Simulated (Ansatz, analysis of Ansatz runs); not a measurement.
# Li5AuO4 (C2/m), nudged elastic band: V_O hop (2.9 Å) (q = +2), part 2 of 2

Aim: the barrier of one jump in Li5AuO4 (C2/m) at charge +2: V_O hop (2.9 Å). The model is a cell of 80 host atoms with 1 O taken out; O is the atom that moves.

Ansatz 0.2.0; plane-wave PAW DFT, PBEsol; nudged elastic band between two relaxed defect structures at fixed charge in a uniform background.

So far, barrier forward (eV): step 5 (nudged elastic band, charge +2) 1.28.

**6. Single point at the start point, PBEsol, denser k-mesh**

Three single points on a mesh of more k-points (start, top, end) test the sampling. The start is shown; top and end are run alike.

This step: plane-wave PAW DFT, PBEsol; single point of a defect supercell on a structure of the PBEsol path.

The input, qp2.start.mesh/input.yaml:

```yaml
crystal:
  lattice:
    - [9.40268524, 0.0, -0.02548652]
    - [0.0, 9.40405317, 0.0]
    - [-2.07562506, 0.0, 9.16358709]
  atoms:
    - { symbol: Li, position: [-0.00215228, 0.79096327, 0.24700082] }
    - { symbol: Li, position: [0.24954664, 0.28991695, 0.24734207] }
[... 25 atom lines left out ...]
    - { symbol: Li, position: [0.239508, 0.71211356, 0.75872737] }
[... 5 atom lines left out ...]
    - { symbol: O, position: [0.37083667, 0.36975983, 0.62057007] }
[... 1 atom line left out ...]
    - { symbol: O, position: [0.37389986, 0.84694101, 0.86723181] }
[... 6 atom lines left out ...]
    - { symbol: Li, position: [0.75532987, 0.78283945, 0.00427769] }
    - { symbol: Li, position: [0.50187553, 0.71214105, 0.00216228] }
[... 15 atom lines left out ...]
    - { symbol: Li, position: [0.52629415, 0.81420336, 0.77400382] }
[... 3 atom lines left out ...]
    - { symbol: Li, position: [0.50889553, 0.73402866, 0.48997513] }
[... 2 atom lines left out ...]
    - { symbol: Li, position: [0.75309814, 0.70426186, 0.74954264] }
[... 2 atom lines left out ...]
    - { symbol: Au, position: [0.50089082, 0.50276532, 0.75300777] }
[... 1 atom line left out ...]
    - { symbol: O, position: [0.62704976, 0.85193546, 0.6252302] }
[... 1 atom line left out ...]
    - { symbol: O, position: [0.62534796, 0.35553897, 0.87731711] }
[... 3 atom lines left out ...]
    - { symbol: O, position: [0.62439095, 0.64873678, 0.87504026] }
    - { symbol: O, position: [0.86850414, 0.14759927, 0.87426915] }
total_charge: 2
basis:
  ecutwfc: 420
  xc_grid: 2
hamiltonian:
  xc: pbesol
kpoints:
  mp_grid: { grid: [2, 2, 2], shift: [0.5, 0.5, 0.5] }
scf:
  occupations: { method: fermi_dirac, width: 0.01 }
  max_iter: 150
output:
  forces: true
  eigenvalues: true
checkpoint:
  write: "../qp2.start.mesh.run"
  compress: false
  write_wavefunctions: false
  write_every: 100000
```

On the command line:

```sh
$ ansatz run input.yaml --threads 4 --pin off --max-ram 14131MiB --backend cpu --events-out ev --progress --plain --runs-dir out
```

Elapsed: 76 s, on 4 threads of Arm Neoverse V1, shared host; peak memory 4.2 GiB; 5 min of CPU time.

Read from the output:

| Quantity | Value |
| --- | --- |
| free energy | -129617.5777 eV |
| smearing term TS | 0.003363 eV |

**7. Barrier from single points, PBEsol, denser k-mesh**

Analysis of the runs above: barrier from PBEsol single points on the PBEsol path.

It gives:

```yaml
barrier_forward: 1.285 eV
barrier_backward: 1.284 eV
end_less_start: 0.001095 eV
```

This gives 1.285 eV against the band's 1.275 eV (backward 1.284 against 1.260 eV). This mesh holds only the band's own point and its sign variants, so it tests the average over those and no finer sampling.

**8. Single point at the start point, LDA**

Three single points with LDA show how much the barrier depends on that choice; lattice and path are kept. The start is shown; top and end are run alike.

This step: plane-wave PAW DFT, LDA; single point of a defect supercell on a structure of the PBEsol path.

qp2.start.lda/input.yaml, as its differences from qp2.start.mesh/input.yaml of step 6:

```diff
@@ -37,5 +37,5 @@
 hamiltonian:
-  xc: pbesol
+  xc: lda
 kpoints:
-  mp_grid: { grid: [2, 2, 2], shift: [0.5, 0.5, 0.5] }
+  mp_grid: { grid: [1, 1, 1], shift: [0.25, 0.25, 0.25] }
 scf:
@@ -47,3 +47,3 @@
 checkpoint:
-  write: "../qp2.start.mesh.run"
+  write: "../qp2.start.lda.run"
   compress: false
```

Elapsed: 18 s, on 4 threads; peak memory 1.5 GiB.

This step gave:

| Quantity | Value |
| --- | --- |
| free energy | -128257.7740 eV |

**9. Barrier from single points, LDA**

Analysis of the runs above: barrier from LDA single points on the PBEsol path.

It gives:

- barrier forward: 1.221 eV
- barrier backward: 1.205 eV
- end less start: 0.01586 eV

This gives 1.221 eV against the band's 1.275 eV.

**10. Single point at the start point, r2SCAN**

Three single points with a meta-GGA, at its higher cutoff of 500 eV, show what it does to the barrier on the path found. The start is shown; top and end are run alike.

This step: plane-wave PAW DFT, r2SCAN; single point of a defect supercell on a structure of the PBEsol path.

qp2.start.r2scan/input.yaml, as its differences from qp2.start.lda/input.yaml of step 8:

```diff
@@ -34,6 +34,6 @@
 basis:
-  ecutwfc: 420
+  ecutwfc: 500
   xc_grid: 2
 hamiltonian:
-  xc: lda
+  xc: r2scan
 kpoints:
@@ -47,3 +47,3 @@
 checkpoint:
-  write: "../qp2.start.lda.run"
+  write: "../qp2.start.r2scan.run"
   compress: false
```

Wall time 34 s (4 threads); peak memory 2 GiB.

This step gave:

- free energy: -131199.6762 eV

**11. Barrier from single points, r2SCAN**

Analysis of the runs above: barrier from r2SCAN single points on the PBEsol path.

It gives:

| Property | Result |
| --- | --- |
| barrier forward | 1.357 eV |
| barrier backward | 1.350 eV |
| end less start | 0.006707 eV |

This gives 1.357 eV against the band's 1.275 eV.

**12. Summary of results**

| Item | Value |
| --- | --- |
| barrier forward | 1.28 eV |
| barrier backward | 1.26 eV |
| end less start | 0.02 eV |
| hop length | 2.93 Å |
| band iterations, as the log counts them | 7 |
| barrier from single points, PBEsol, denser k-mesh | 1.28 eV |
| barrier from single points, LDA | 1.22 eV |
| barrier from single points, r2SCAN | 1.36 eV |

In words: The top of the band lies 1.28 eV above the start and 1.26 eV above the end. With an assumed prefactor of 1e13 per second it gives one hop a second along this one path at about 490 K; whether such hops link up through the crystal wasn't checked. At the top O78 stands 1.78 Å from its nearest Li, 0.15 Å closer than at the start. Across functionals on this path (PBEsol 1.275, LDA 1.221 and r2SCAN 1.357 eV) the forward values spread by 0.136 eV. The order of the top as a saddle was not checked for all atoms, so a bent path could be lower. No image-charge correction is applied; it largely cancels along a path if the charge stays localised alike. Limits: one k-point off the zone centre stands for the whole zone; spin–orbit coupling, which can matter with heavy atoms, is left out.

[Logs are printed without paths, hosts, clocks, repeated set-up lines and the standing remarks that a program may print on its own settings, such as how far it seeks lower states.]

[Hosts, paths, dates, database ids (printed as entryN), source tags and the programs' standing remarks are cut or masked in the printed files.]
